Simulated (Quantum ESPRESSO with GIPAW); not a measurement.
# 15N shielding of GaN under strain

GIPAW runs (PBEsol, plane-wave PAW from pslibrary 1.0.0 recipes, cutoffs 70 and 420 Ry, one 10×10×6 mesh for all shielding runs; Quantum ESPRESSO with GIPAW, a patched development version; no spin-orbit coupling, no macroscopic shape term) on GaN, space group P6_3mc before straining. The cell below is strained equally along all axes, and the atoms were let relax in pw.x at each strain but kept their fractional coordinates.

```xyz
4
Lattice="3.1800 0.0000 0.0000 -1.5900 2.7540 0.0000 0.0000 0.0000 5.1660" Properties=species:S:1:pos:R:3 pbc="T T T"
Ga    1.5900    0.9180    2.5777
Ga    0.0000    1.8360   -0.0053
N     1.5900    0.9180    4.5256
N     0.0000    1.8360    1.9426
```

The cell is an entry of the Crystallography Open Database; it need not be the form that is stable at ambient conditions.

The bonds are those of N (atom 3; bound to Ga4). One row is withheld.

```tsv
strain (%)	mean bond (Å)	σ_iso Ga (ppm)	σ_iso N (ppm)	span N (ppm)
-2	1.9051	1291.16	136.00	10.5
-1.5	1.9149	1302.81	130.03	10.3
-1	1.9246	1314.19	123.84	10.2
0	1.9440	1336.15	110.68	10.1
+1	1.9635	?	?	?
+2	1.9829	1376.98	79.83	10.3
```

**Task.** Fit σ_iso of N against strain, judge whether a straight line is enough, and predict the withheld row at +1 %.

1. With n = 5: Σx = -2.500, Σy = 580.38, Σx² = 11.2500, Σxy = -431.225.

2. Slope b = (nΣxy − ΣxΣy)/(nΣx² − (Σx)²) = -14.10 ppm per %, intercept a = (Σy − bΣx)/n = 109.02 ppm.

3. Residuals (run less line), in the order of the table: -1.23, -0.15, +0.71, +1.66, -0.99 ppm. They bend in one sense; the largest is 2.9 % of the range of σ, so a quadratic term is needed: σ = 110.58 − 14.019 x − 0.675 x², with residuals of 0.10 ppm or less.

4. At +1 % (inside the fitted range) the line gives 94.92 ppm and the parabola 95.89 ppm.

5. The run gives:

```tsv
strain (%)	mean bond (Å)	σ_iso Ga (ppm)	σ_iso N (ppm)	span N (ppm)
+1	1.9635	1357.04	96.16	10.1
```

Prediction less run: the line misses by -1.24 ppm, the parabola by -0.27 ppm. By the parabola, a strain of +1 % changes σ of N by -14.69 ppm and one of −1 % by +13.34 ppm; the mean slope is -14.10 ppm per %, or 7.3 ppm for 0.01 Å of mean bond length. The shift moves the opposite way, scaled by the slope of a reference line. Over the table σ of Ga goes from 1291.16 to 1376.98 ppm. Zero strain is the database's lattice with relaxed atoms, not this functional's rest cell, and neither cutoff nor mesh was tested for the slopes. The omitted shape term, common to all sites, changes with strain too. This build of gipaw.x prints that it is not audited and that its numbers are no references by themselves. pw.x warned of eigenvalues not converged in some cycles of these runs, which then met the threshold.

[Banner, clock, file and message-heading lines were taken out of the pw.x and gipaw.x logs.]

[Logs are printed without paths, hosts, clocks, repeated set-up lines and the standing remarks that a program may print on its own settings, such as how far it seeks lower states.]

[Hosts, paths, dates, database ids (printed as entryN), source tags and the programs' standing remarks are cut or masked in the printed files.]
